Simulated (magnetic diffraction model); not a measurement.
# Which magnetic order? LiCoNi6

Space group Amm2 (no. 38), a = 3.7660 Å, b = 4.9490 Å, c = 8.2410 Å.

| site | atom | x | y | z |
| --- | --- | --- | --- | --- |
| 2a | Ni | 0 | 1/2 | 0.6644 |
| 2a | Ni | 0 | 1/2 | 0.1840 |
| 4d | Ni | 0 | 0.7569 | 0.9130 |
| 4e | Ni | 1/2 | 0.7391 | 0.0861 |
| 2b | Co | 1/2 | 1/2 | 0.3393 |
| 2b | Li | 1/2 | 1/2 | 0.8339 |

This is a made-up structure (elements placed in a structure type, unrelaxed), so the numbers test the method and describe no known phase.

Only Co is taken to order (form factors of Co2+); orders and moment sizes are assumed, and not adapted to the symmetry. Radiation: neutrons of λ = 2.0775 Å, 3° to 75°; isotropic B of 0.74 Å² (Ni), 0.69 Å² (Co) and 1 Å² (Li). The intensities are simulated: I ∝ L Σ (|F_N|² + |F_M⊥|²) for unpolarised neutrons, with F_M = 2.695 fm/μB × Σ f(s) S exp(2πi Q·r) exp(−B s²) at Q = H ± k (one set where k and −k are equivalent), only the part normal to Q counting and L = 1/(sin²θ cos θ). For collinear order S is the moment m, which repeats by lattice and centring translations R with the sign exp(−2πi k·R). Form factors are spin-only for 3d ions and dipole or tabulated for f ions, scattering lengths are Sears's of 1992, and absorption is left out. A label names one of the reflections at its angle. The strongest nuclear line in the range is 100, and lines under 0.2 are left out.

Above the ordering temperature:

| 2θ (°) | index | I |
| --- | --- | --- |
| 28.34 | (0 1 1) | 3.2 |
| 29.20 | (0 0 2) | 11.8 |
| 32.02 | (1 0 0) | 12.9 |
| 43.28 | (1 1 1) | 0.9 |
| 43.88 | (1 0 2) | 18.2 |
| 49.64 | (0 2 0) | 5.5 |
| 51.25 | (0 1 3) | 0.7 |
| 58.64 | (0 2 2) | 26.2 |
| 60.30 | (1 2 0) | 8.1 |
| 60.55 | (0 0 4) | 12.8 |
| 61.72 | (1 1 3) | 1.4 |
| 66.96 | (2 0 0) | 33.6 |
| 68.39 | (1 2 2) | 100.0 |
| 70.16 | (1 0 4) | 45.9 |
| 74.25 | (2 1 1) | 1.1 |
| 74.68 | (2 0 2) | 4.5 |

Below it (cell unchanged):

```
2θ (°)      I
 14.48    0.4
 24.23    0.8
 28.34    3.2
 29.20   11.8
 32.02   12.9
 35.31    0.5
 38.30    0.3
 40.56    0.4
 43.28    0.9
 43.88   18.2
 49.64    5.5
 50.76    0.3
 51.25    0.7
 51.99    0.2
 58.64   26.2
 60.30    8.1
 60.55   12.8
 61.72    1.4
 62.38    0.2
 66.96   33.6
 68.39  100.0
 70.16   45.9
 74.25    1.1
 74.68    4.5
```

**Question.** Find the propagation vector, then choose among these models:
A. collinear moments along [111], 1.55 μB on Co
B. collinear moments along [010], 1.55 μB on Co
C. collinear moments along [101], 1.55 μB on Co

The new lines index as (0 0 1) at 14.48°, (0 1 0) at 24.23°, (1 0 1) at 35.31° and (1 1 0) at 40.56°, that is as H ± k with k = (0 1 0). The indices are whole but break the lattice centring, so the moments reverse under a centring translation, those with k·t a half-integer.

Magnetic intensity, observed (below minus above) and for each model:

| 2θ (°) | index | observed | A | B | C |
| --- | --- | --- | --- | --- | --- |
| 14.48 | (0 0 1) | 0.4 | 0.9 | 2.5 | 0.4 |
| 24.23 | (0 1 0) | 0.8 | 0.6 | <0.2 | 0.8 |
| 35.31 | (1 0 1) | 0.5 | 0.5 | 0.7 | 0.5 |

Model C matches.

The structure used: k = (0 1 0), collinear moments along [101], 1.55 μB on Co.

[Logs are printed without paths, hosts, clocks, repeated set-up lines and the standing remarks that a program may print on its own settings, such as how far it seeks lower states.]
